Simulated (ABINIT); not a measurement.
# Beyond one shot: Ba2CaMoO6 (Fm-3m)

Wanted: G0W0 and self-consistent gaps of Ba2CaMoO6 (Fm-3m), with the cost of the cycles.

Method: LDA and many-body steps on it, plane waves, in ABINIT 10.8.3.

### 1. Starting point

The structure is cubic, space group Fm-3m (No. 225). Conventional cell: a = 8.380 Å, b = 8.380 Å, c = 8.380 Å, α = 90.00°, β = 90.00°, γ = 90.00°. Nearest to Ba lie 12 O at 2.97 Å. Nearest to Ca lie 6 O at 2.28 Å. Mo has 6 O at 1.91 Å nearest. Nearest to O lie 1 Mo at 1.91 Å and 1 Ca at 2.28 Å and 4 Ba at 2.97 Å. Farther neighbours and most contacts between anions are not listed.

Structure file:

```cif
data_structure
_symmetry_space_group_name_H-M 'P 1'
_symmetry_Int_Tables_number 1
_cell_length_a 5.9256
_cell_length_b 5.9256
_cell_length_c 5.9256
_cell_angle_alpha 60.000
_cell_angle_beta 60.000
_cell_angle_gamma 60.000
_cell_volume 147.13
loop_
_atom_site_label
_atom_site_type_symbol
_atom_site_fract_x
_atom_site_fract_y
_atom_site_fract_z
_atom_site_occupancy
Ba1 Ba 0.25000 0.25000 0.25000 1
Ba2 Ba 0.75000 0.75000 0.75000 1
Ca3 Ca 0.00000 0.00000 0.00000 1
Mo4 Mo 0.50000 0.50000 0.50000 1
O5 O 0.72814 0.27186 0.27186 1
O6 O 0.27186 0.72814 0.27186 1
O7 O 0.27186 0.72814 0.72814 1
O8 O 0.72814 0.27186 0.72814 1
O9 O 0.27186 0.27186 0.72814 1
O10 O 0.72814 0.72814 0.27186 1
```

The cell and positions come from the Crystallography Open Database and are kept as given unless a step says otherwise. Spin-orbit coupling is left out unless a step names it.

### 2. Empty states on the mesh, 2×2×2 mesh, 239 bands

This step: ABINIT 10.8.3; DFT, LDA, plane waves, norm-conserving pseudopotentials.

The sums over transitions need many empty states on a uniform mesh; this step solves for them.

run.abi

```
acell 3*1.0 Angstrom
rprim 
  -0.000000000000 4.190056500000 4.190056500000
  4.190056500000 -0.000000000000 4.190056500000
  4.190056500000 4.190056500000 -0.000000000000
ntypat 4
znucl 56 20 42 8
natom 10
typat 1 1 2 3 4 4 4 4 4 4
xred 
  0.250000000000 0.250000000000 0.250000000000
  0.750000000000 0.750000000000 0.750000000000
  0.000000000000 0.000000000000 0.000000000000
  0.500000000000 0.500000000000 0.500000000000
  0.728140000000 0.271860000000 0.271860000000
  0.271860000000 0.728140000000 0.271860000000
  0.271860000000 0.728140000000 0.728140000000
  0.728140000000 0.271860000000 0.728140000000
  0.271860000000 0.271860000000 0.728140000000
  0.728140000000 0.728140000000 0.271860000000
pp_dirpath "pseudos"
pseudos "Ba.upf, Ca.upf, Mo.upf, O.upf"
ecut 36
ngkpt 2 2 2
nshiftk 1
shiftk 0 0 0
kptopt 1
chksymbreak 0
iscf -2
irdden 1
istwfk *1
nband 239
nbdbuf 20
tolwfr 1e-09
nstep 60
prtvol 0
indata_prefix "in"
outdata_prefix "out"
tmpdata_prefix "tmp"
```

Run with:

```console
OMP_NUM_THREADS=1 mpirun -n 8 abinit run.abi > log
```

Numbers of over 12 decimals in the logs are rounded to 6 here.

Log:

```text
.Version 10.8.3 of ABINIT. v10.8.2 released Aug 2026.

 Symmetries : space group Fm -3 m (#225); Bravais cF (face-center cubic)
[... echo of the input left out ...]
== DATASET  1 ==================================================================
-   mpi_nproc: 8, omp_nthreads: 1 (-1 if OMP is not activated)
-    --> not optimal distribution: autoparal keyword recommended in input file <--

--- !DatasetInfo
iteration_state: {dtset: 1, }
dimensions: {natom: 10, nkpt: 3, mband: 239, nsppol: 1, nspinor: 1, nspden: 1, mpw: 10272, }
cutoff_energies: {ecut:  36.0, pawecutdg:  -1.0, }
[...]
2.31166    2.31183    2.33424    2.33424    2.33424    2.34832    2.34832    2.34832
   2.35134    2.35134    2.35134    2.42285    2.47716    2.47717    2.47776    2.49378
   2.49379    2.49452    2.50627    2.50695    2.50792    2.50818    2.51715
 prteigrs : prtvol=0 or 1, do not print more k-points.

== END DATASET(S) ==============================================================
================================================================================

 -outvars: echo values of variables after computation  --------
            nband         239
             nkpt           3
          spgroup         225
 [... the other variables as echoed above ...]

 Calculation completed.
```

Elapsed: 2.3 min, on 8 MPI ranks of Arm Neoverse V1, shared host; peak memory 0.78 GiB; 19 min of CPU time.

Numbers from this step:

```yaml
gap: 2.125 eV
k_of_the_valence_top: 0, 0, 0
k_of_the_conduction_bottom: 0.5, 0.5, 0
least_direct_gap: 2.190 eV
k_points_computed: 3
lowest_point_of_the_top_converged_band_above_the_valence_top: 56.5736 eV
```

On this mesh the gap is 2.125 eV.

The density comes from a self-consistent run that is not shown.

### 3. Screening, 2×2×2 mesh, 219 bands, screening to 130.6 eV

The RPA dielectric matrix is built and inverted for each q.

This step: RPA screening on LDA, plane waves, norm-conserving pseudopotentials.

Changes to run.abi since step 2:

```diff
@@ -28,10 +28,11 @@
 chksymbreak 0
-iscf -2
-irdden 1
 istwfk *1
-nband 239
-nbdbuf 20
-tolwfr 1e-09
-nstep 60
-prtvol 0
+occopt 1
+irdwfk 1
+optdriver 3
+nband 219
+ecuteps 4.8
+inclvkb 2
+awtr 1
+symchi 1
 indata_prefix "in"
```

Log:

```text
.Version 10.8.3 of ABINIT. v10.8.2 released Aug 2026.

 Symmetries : space group Fm -3 m (#225); Bravais cF (face-center cubic)
[... echo of the input left out ...]
== DATASET  1 ==================================================================
-   mpi_nproc: 8, omp_nthreads: 1 (-1 if OMP is not activated)

--- !DatasetInfo
iteration_state: {dtset: 1, }
dimensions: {natom: 10, nkpt: 3, mband: 219, nsppol: 1, nspinor: 1, nspden: 1, mpw: 10272, }
cutoff_energies: {ecut:  36.0, pawecutdg:  -1.0, }
electrons: {nelect:   8.00000000E+01, charge:   0.00000000E+00, occopt:   1.00000000E+00, tsmear:   1.00000000E-02, }

 SCREENING: Calculation of the susceptibility and dielectric matrices

 Based on a program developped by R.W. Godby, V. Olevano, G. Onida, and L. Reining.
 Incorporated in ABINIT by V. Olevano, G.-M. Rignanese, and M. Torrent.
.Using double precision arithmetic ; gwpc =  8

[... cell and pseudopotentials left out ...]
--------------------------------------------------------------------------------

 ==== K-mesh for the wavefunctions ====
 Number of points in the irreducible wedge :     3
[... list of points left out ...]
 Together with 48 symmetry operations and time-reversal symmetry
 yields     8 points in the full Brillouin Zone.

 ==== Q-mesh for the screening function ====
 Number of points in the irreducible wedge :     3
[... list of points left out ...]
 Together with 48 symmetry operations and time-reversal symmetry
 yields     8 points in the full Brillouin Zone.

 setmesh: FFT mesh size selected  =    45x   45x   45
          total number of points  =        91125

 vcoul_init : cutoff-mode = AUXILIARY_FUNCTION
 q-points for optical limit:   1
     1)      0.000010    0.000020    0.000030

- screening: taking advantage of time-reversal symmetry
- Maximum band index for partially occupied states nbvw = 40
- Remaining bands to be divided among processors   nbcw = 179
- Number of bands treated by each node ~22

 Number of electrons calculated from density =   80.0000; Expected =   80.0000
 average of density, n =  0.080576
 r_s =    1.4363
 omega_plasma =   27.3815 [eV]

 calculating chi0 at frequencies [eV] :
  1    0.000000E+00    0.000000E+00
  2    0.000000E+00    2.738152E+01

--------------------------------------------------------------------------------
  q-point number  1        q = ( 0.000000, 0.000000, 0.000000) [r.l.u.]
--------------------------------------------------------------------------------
[... chi0 elements left out ...]
 For q-point:  0.000010 0.000020 0.000030
  dielectric constant =   5.2817
  dielectric constant without local fields =   6.4579

  Average fulfillment of the sum rule on Im[epsilon] for q-point    1 :     64.77  [%]
[... wings left out ...]
  q-point number  2        q = ( 0.500000, 0.000000, 0.000000) [r.l.u.]
--------------------------------------------------------------------------------
[... chi0 elements left out ...]
  Average fulfillment of the sum rule on Im[epsilon] for q-point    2 :     69.88  [%]

 [... 1 further q-points ...]
```

Elapsed: 65 s, on 8 MPI ranks; peak memory 4.1 GiB.

Numbers from this step:

```yaml
eps_infinity_with_local_fields_on_this_mesh_along_the_program_s_q_direction: 5.282
the_same_without_local_fields: 6.458
plasma_frequency: 27.38 eV
plane_waves_in_the_screening_matrix: 531
```

Local fields lower ε∞ by 18 %. On a Γ-centred mesh this coarse the value itself is usually too large, while a short band sum pulls it down.

### 4. G0W0

The self-energy is evaluated for the states that the input lists, and the levels follow from it, in one-shot runs by the linearised quasiparticle equation.

This step: G0W0 on LDA, plane waves, norm-conserving pseudopotentials.

Changes to run.abi since step 3:

```diff
@@ -31,8 +31,17 @@
 irdwfk 1
-optdriver 3
+optdriver 4
 nband 219
+gwcalctyp 0
+ecutsigx 36
+symsigma 1
+nkptgw 2
+kptgw 
+  0.0000000000 0.0000000000 0.0000000000
+  0.5000000000 0.5000000000 0.0000000000
+bdgw 
+  38 43
+  38 43
 ecuteps 4.8
-inclvkb 2
-awtr 1
-symchi 1
+irdscr 1
+ppmodel 1
 indata_prefix "in"
```

Log:

```text
.Version 10.8.3 of ABINIT. v10.8.2 released Aug 2026.

 Symmetries : space group Fm -3 m (#225); Bravais cF (face-center cubic)
[... echo of the input left out ...]
== DATASET  1 ==================================================================
-   mpi_nproc: 8, omp_nthreads: 1 (-1 if OMP is not activated)

--- !DatasetInfo
iteration_state: {dtset: 1, }
dimensions: {natom: 10, nkpt: 3, mband: 219, nsppol: 1, nspinor: 1, nspden: 1, mpw: 10272, }
cutoff_energies: {ecut:  36.0, pawecutdg:  -1.0, }
electrons: {nelect:   8.00000000E+01, charge:   0.00000000E+00, occopt:   1.00000000E+00, tsmear:   1.00000000E-02, }

 SIGMA: Calculation of the GW corrections

 Based on a program developped by R.W. Godby, V. Olevano, G. Onida, and L. Reining.
 Incorporated in ABINIT by V. Olevano, G.-M. Rignanese, and M. Torrent.
.Using double precision arithmetic ; gwpc =  8

[... cell and pseudopotentials left out ...]
--------------------------------------------------------------------------------

 ==== K-mesh for the wavefunctions ====
 Number of points in the irreducible wedge :     3
[... list of points left out ...]
 Together with 48 symmetry operations and time-reversal symmetry
 yields     8 points in the full Brillouin Zone.

 ==== Q-mesh for screening function ====
 Number of points in the irreducible wedge :     3
[... list of points left out ...]
 Together with 48 symmetry operations and time-reversal symmetry
 yields     8 points in the full Brillouin Zone.

 vcoul_init : cutoff-mode = AUXILIARY_FUNCTION
 q-points for optical limit:   1
     1)      0.000010    0.000020    0.000030
 setmesh: FFT mesh size selected  =    64x   64x   64
          total number of points  =       262144

 Number of electrons calculated from density =   80.0000; Expected =   80.0000
 average of density, n =  0.080576
 r_s =    1.4363
 omega_plasma =   27.3815 [eV]

 === KS Band Gaps ===
  >>>> For spin  1
   Minimum direct gap =   2.1900 [eV], located at k-point      :   0.5000  0.5000  0.0000
   Fundamental gap    =   2.1254 [eV], Top of valence bands at :   0.0000  0.0000  0.0000
                                       Bottom of conduction at :   0.5000  0.5000  0.0000
 SIGMA fundamental parameters:
 PLASMON POLE MODEL  1
 number of plane-waves for SigmaX                10177
 number of plane-waves for SigmaC and W            531
 number of plane-waves for wavefunctions         10177
 number of bands                                   219
 number of independent spin polarizations            1
 number of spinorial components                      1
 number of k-points in IBZ                           3
 number of q-points in IBZ                           3
 number of symmetry operations                      48
 number of k-points in BZ                            8
 number of q-points in BZ                            8
 number of frequencies for dSigma/dE                 9
 frequency step for dSigma/dE [eV]                0.25
 number of omega for Sigma on real axis              0
 max omega for Sigma on real axis  [eV]           0.00
 zcut for avoiding poles [eV]                     0.10

 EPSILON^-1 parameters (SCR file):
 dimension of the eps^-1 matrix on file            531
 dimension of the eps^-1 matrix used               531
 number of plane-waves for wavefunctions         10177
 number of bands                                   219
 number of q-points in IBZ                           3
 number of frequencies                               2
 number of real frequencies                          1
 number of imag frequencies                          1

 matrix elements of self-energy operator (all in [eV])

 Perturbative Calculation

--- !SelfEnergy_ee
iteration_state: {dtset: 1, }
kpoint     : [   0.000,    0.000,    0.000, ]
spin       : 1
KS_gap     :    2.520
QP_gap     :    4.127
Delta_QP_KS:    1.607
data: !SigmaeeData |
     Band     E0 <VxcDFT>   SigX SigC(E0)      Z dSigC/dE  Sig(E)    E-E0       E
       38   5.663 -19.542 -24.189   4.748   0.769  -0.300 -19.464   0.077   5.740
       39   5.663 -19.542 -24.189   4.748   0.769  -0.300 -19.464   0.077   5.740
       40   5.663 -19.542 -24.189   4.748   0.769  -0.300 -19.464   0.077   5.740
       41   8.183 -17.434 -12.160  -3.192   0.809  -0.236 -15.750   1.685   9.867
       42   8.183 -17.434 -12.160  -3.192   0.809  -0.236 -15.750   1.685   9.867
       43   8.183 -17.434 -12.160  -3.192   0.809  -0.236 -15.750   1.685   9.867

--- !SelfEnergy_ee
iteration_state: {dtset: 1, }
kpoint     : [   0.500,    0.500,    0.000, ]
spin       : 1
KS_gap     :    2.190
QP_gap     :    3.778
Delta_QP_KS:    1.588
data: !SigmaeeData |
     Band     E0 <VxcDFT>   SigX SigC(E0)      Z dSigC/dE  Sig(E)    E-E0       E
[...]
41   7.788 -16.723 -11.112  -3.574   0.814  -0.229 -15.064   1.658   9.446
       42   8.987 -19.494 -13.929  -3.272   0.801  -0.249 -17.658   1.835  10.823
       43   8.987 -19.494 -13.929  -3.272   0.801  -0.249 -17.658   1.835  10.823

== END DATASET(S) ==============================================================
================================================================================

 -outvars: echo values of variables after computation  --------
           etotal      0.0000000000E+00
            nband         219
             nkpt           3
          spgroup         225
 [... the other variables as echoed above ...]

 Calculation completed.
```

The job ended after 23 s (8 MPI ranks; peak memory 3.1 GiB).

Numbers from this step:

* G0W0 gap on the points computed: 3.706 eV
* starting gap on the mesh: 2.125 eV
* k of the valence top: 0, 0, 0
* k of the conduction bottom: 0.5, 0.5, 0
* Z at the valence top: 0.769
* Z at the conduction bottom: 0.814
* least direct G0W0 gap on the computed points: 3.778 eV

The gap on the mesh goes from 2.13 eV to 3.71 eV, a correction of +1.58 eV.

### 5. evGW0, cycle 1

This step: evGW0 on LDA, plane waves, norm-conserving pseudopotentials.

Changes to run.abi since step 4:

```diff
@@ -33,12 +33,14 @@
 nband 219
-gwcalctyp 0
+gwcalctyp 10
 ecutsigx 36
 symsigma 1
-nkptgw 2
+nkptgw 3
 kptgw 
   0.0000000000 0.0000000000 0.0000000000
+  0.5000000000 0.0000000000 0.0000000000
   0.5000000000 0.5000000000 0.0000000000
 bdgw 
-  38 43
-  38 43
+  23 52
+  23 52
+  23 52
 ecuteps 4.8
```

Log:

```text
.Version 10.8.3 of ABINIT. v10.8.2 released Aug 2026.

 Symmetries : space group Fm -3 m (#225); Bravais cF (face-center cubic)
[... echo of the input left out ...]
== DATASET  1 ==================================================================
-   mpi_nproc: 8, omp_nthreads: 1 (-1 if OMP is not activated)

--- !DatasetInfo
iteration_state: {dtset: 1, }
dimensions: {natom: 10, nkpt: 3, mband: 219, nsppol: 1, nspinor: 1, nspden: 1, mpw: 10272, }
cutoff_energies: {ecut:  36.0, pawecutdg:  -1.0, }
electrons: {nelect:   8.00000000E+01, charge:   0.00000000E+00, occopt:   1.00000000E+00, tsmear:   1.00000000E-02, }

 SIGMA: Calculation of the GW corrections

 Based on a program developped by R.W. Godby, V. Olevano, G. Onida, and L. Reining.
 Incorporated in ABINIT by V. Olevano, G.-M. Rignanese, and M. Torrent.
.Using double precision arithmetic ; gwpc =  8

[... cell and pseudopotentials left out ...]
--------------------------------------------------------------------------------

 ==== K-mesh for the wavefunctions ====
 Number of points in the irreducible wedge :     3
[... list of points left out ...]
 Together with 48 symmetry operations and time-reversal symmetry
 yields     8 points in the full Brillouin Zone.

 ==== Q-mesh for screening function ====
 Number of points in the irreducible wedge :     3
[... list of points left out ...]
 Together with 48 symmetry operations and time-reversal symmetry
 yields     8 points in the full Brillouin Zone.

 vcoul_init : cutoff-mode = AUXILIARY_FUNCTION
 q-points for optical limit:   1
     1)      0.000010    0.000020    0.000030
 setmesh: FFT mesh size selected  =    64x   64x   64
          total number of points  =       262144

 Number of electrons calculated from density =   80.0000; Expected =   80.0000
[...]
--- !SelfEnergy_ee
iteration_state: {dtset: 1, }
kpoint     : [   0.500,    0.000,    0.000, ]
spin       : 1
KS_gap     :    3.137
QP_gap     :    4.842
Delta_QP_KS:    1.705
data: !SigmaeeData |
     Band     E_DFT   <VxcDFT>   E(N-1)  <Hhartree>   SigX  SigC[E(N-1)]    Z     dSigC/dE  Sig[E(N)]  DeltaE  E(N)_pert E(N)_diago
[...]
--- !SelfEnergy_ee
iteration_state: {dtset: 1, }
kpoint     : [   0.500,    0.500,    0.000, ]
spin       : 1
KS_gap     :    2.190
QP_gap     :    3.778
Delta_QP_KS:    1.588
data: !SigmaeeData |
     Band     E_DFT   <VxcDFT>   E(N-1)  <Hhartree>   SigX  SigC[E(N-1)]    Z     dSigC/dE  Sig[E(N)]  DeltaE  E(N)_pert E(N)_diago
[...]
51    12.958   -11.074    12.958    24.032    -5.417    -3.994     0.849    -0.177    -9.662     1.412    14.370    15.522
       52    13.393   -15.288    13.393    28.680    -7.809    -4.511     0.821    -0.219   -12.852     2.435    15.828    16.360

 New Fermi energy :        2.864372E-01 Ha ,    7.794352E+00 eV

 === QP Band Gaps ===
  >>>> For spin  1
   Minimum direct gap =   4.1362 [eV], located at k-point      :   0.5000  0.5000  0.0000
   Fundamental gap    =   4.0619 [eV], Top of valence bands at :   0.0000  0.0000  0.0000
                                       Bottom of conduction at :   0.5000  0.5000  0.0000

 writing QP data on file : out_QPS

 Convergence of QP corrections
 >>>>> For spin  1 <<<<<
.  kptgw no:  1; Maximum DeltaE = (  -0.165   0.007) for band index: 30
.  kptgw no:  2; Maximum DeltaE = (  -0.100  -0.000) for band index: 30
.  kptgw no:  3; Maximum DeltaE = (  -0.169   0.019) for band index: 30

== END DATASET(S) ==============================================================
================================================================================

 -outvars: echo values of variables after computation  --------
           etotal      0.0000000000E+00
            nband         219
             nkpt           3
          spgroup         225
 [... the other variables as echoed above ...]

 Calculation completed.
```

Run time: 2.4 min. Hardware: 8 MPI ranks; peak memory 6.2 GiB; 19 min of CPU time.

This step gave:

```yaml
quasiparticle_gap_on_the_points_computed: 4.062 eV
gap_of_the_density_functional_on_the_mesh: 2.125 eV
k_of_the_valence_top: 0, 0, 0
k_of_the_conduction_bottom: 0.5, 0.5, 0
z_at_the_valence_top: 0.769
z_at_the_conduction_bottom: 0.814
least_direct_quasiparticle_gap_on_the_computed_points: 4.136 eV
```

Against G0W0 in ABINIT (2×2×2 mesh, 219 bands, screening to 130.6 eV, Godby-Needs plasmon pole), the gap moves by +0.356 eV. This first cycle still uses the starting levels; it takes the full correction, at all points of the mesh, and its linearised value is 3.706 eV.

### 6. evGW0, cycle 2

The corrected levels of the last cycle go back in.

Changes to run.abi since step 5:

```diff
@@ -48,2 +48,3 @@
 ppmodel 1
+irdqps 1
 indata_prefix "in"
```

Log:

```text
.Version 10.8.3 of ABINIT. v10.8.2 released Aug 2026.

 Symmetries : space group Fm -3 m (#225); Bravais cF (face-center cubic)
[... echo of the input left out ...]
== DATASET  1 ==================================================================
-   mpi_nproc: 8, omp_nthreads: 1 (-1 if OMP is not activated)

--- !DatasetInfo
iteration_state: {dtset: 1, }
dimensions: {natom: 10, nkpt: 3, mband: 219, nsppol: 1, nspinor: 1, nspden: 1, mpw: 10272, }
cutoff_energies: {ecut:  36.0, pawecutdg:  -1.0, }
[...]
Convergence of QP corrections
 >>>>> For spin  1 <<<<<
.  kptgw no:  1; Maximum DeltaE = (   0.034   0.016) for band index: 30
.  kptgw no:  2; Maximum DeltaE = (   0.024   0.002) for band index: 30
.  kptgw no:  3; Maximum DeltaE = (   0.011   0.000) for band index: 29

== END DATASET(S) ==============================================================
================================================================================

 -outvars: echo values of variables after computation  --------
           etotal      0.0000000000E+00
            nband         219
             nkpt           3
          spgroup         225
 [... the other variables as echoed above ...]

 Calculation completed.
```

Wall time 2.4 min (8 MPI ranks); peak memory 6.2 GiB.

This step gave:

* quasiparticle gap on the points computed: 3.914 eV
* gap of the density functional on the mesh: 2.125 eV
* k of the valence top: 0, 0, 0
* k of the conduction bottom: 0.5, 0.5, 0
* least direct quasiparticle gap on the computed points: 3.986 eV

Against the cycle before, the gap moves by −0.148 eV.

(Continued in part 2 of 3.)

[Paths, hosts, dates, memory and timing lines, banners, echoed tables and standing remarks are left out of the program output.]

[Logs are printed without paths, hosts, clocks, repeated set-up lines and the standing remarks that a program may print on its own settings, such as how far it seeks lower states.]

[Runs of the session that timed out or met a known fault of the program may be left out.]

[No measured gap is set beside runs whose start may be inverted or whose files or cutoffs have a known fault.]

[Loops that did not settle are left out.]

[Hosts, paths, dates, database ids (printed as entryN), source tags and the programs' standing remarks are cut or masked in the printed files.]

[G0W0 gaps are taken among the corrected bands and points alone; a level outside them can change the order at an edge.]

[Where Ansatz stands beside ABINIT at settings called matched, ABINIT's density can come from a denser mesh and the files from another edition; pairs whose starting gaps differed by over 0.03 eV were left out, so agreement reads better than it is.]
